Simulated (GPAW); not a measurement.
# Mg K edge of LiMg (P-6m2): cell size and cost

How large a supercell does the Mg K edge of LiMg (P-6m2) need, and what does it cost? The absorber has 6 Li at 3.09 Å and 6 Mg at 3.11 Å (anticuboctahedral, as in hcp, site symmetry -6m2).

The runs were made apart and are set side by side; the one with the holes farthest apart serves as the reference. All curves get a further Gaussian of 1.5 eV full width, so that line shapes and meshes matter less.

### Step 1. Cost and result by level

| run | hole distance (Å) | k mesh | core time | raw zero (eV) | zero less the added terms (eV) | r.m.s. from the reference after the best shift (%) |
| --- | --- | --- | --- | --- | --- | --- |
| GPAW LDA, 8 atoms | 5.9 | 5×5×5 | 5.7 min | 1307.3 | 1294.4 | 3 |
| GPAW LDA, 16 atoms | 7.4 | 5×5×5 | 45 min | 1307.3 | 1294.4 | - |

Times are from shared hosts. The zero: total-energy differences, less 12.9 eV, the free-atom term for the hole's spin; LDA puts this hole about 6 eV below PBE, itself good to a few eV.

```tsv
E (eV)	GPAW LDA, 8 atoms	GPAW LDA, 16 atoms
-2.00	0.00	0.00
-1.25	0.03	0.04
-0.50	0.19	0.21
0.25	0.55	0.54
1.00	0.88	0.80
1.75	0.94	0.91
2.50	0.87	0.94
3.25	0.89	0.94
4.00	0.95	0.98
4.75	0.99	1.04
5.50	1.08	1.07
6.25	1.18	1.14
7.00	1.27	1.22
7.75	1.32	1.29
8.50	1.30	1.30
9.25	1.28	1.31
10.00	1.29	1.32
10.75	1.24	1.27
11.50	1.17	1.18
12.25	1.12	1.13
13.00	1.09	1.11
13.75	1.08	1.08
14.50	1.06	1.01
15.25	0.98	0.93
16.00	0.86	0.84
16.75	0.75	0.76
17.50	0.67	0.69
18.25	0.62	0.64
19.00	0.59	0.60
19.75	0.58	0.59
20.50	0.59	0.59
21.25	0.62	0.61
22.00	0.64	0.64
22.75	0.66	0.66
23.50	0.65	0.66
24.25	0.64	0.64
25.00	0.61	0.62
25.75	0.60	0.60
26.50	0.62	0.60
27.25	0.65	0.63
28.00	0.71	0.69
28.75	0.77	0.76
29.50	0.82	0.83
30.25	0.85	0.87
31.00	0.86	0.88
31.75	0.85	0.87
```

### Step 2. Reading

The smallest cell differs from the reference by 3 % r.m.s. after a shift of 0.0 eV at 0.13 of its cost, so it already gives the shape. Its highest intensity below 16 eV lies at 7.8 eV against 9.9 eV. Whether the reference itself is converged wasn't tested.

 Lifetime broadening is put in by hand, and intensities beyond about 20 eV depend on it. Meshes are coarse enough for small ripples in LiMg (P-6m2). Some cells keep the holes under 6.5 Å apart, so shapes are probably not fully converged. The structures are entries of the Materials Project (computed), used as given.

[Logs are printed without paths, hosts, clocks, repeated set-up lines and the standing remarks that a program may print on its own settings, such as how far it seeks lower states.]

[Hosts, paths, dates, database ids (printed as entryN), source tags and the programs' standing remarks are cut or masked in the printed files.]
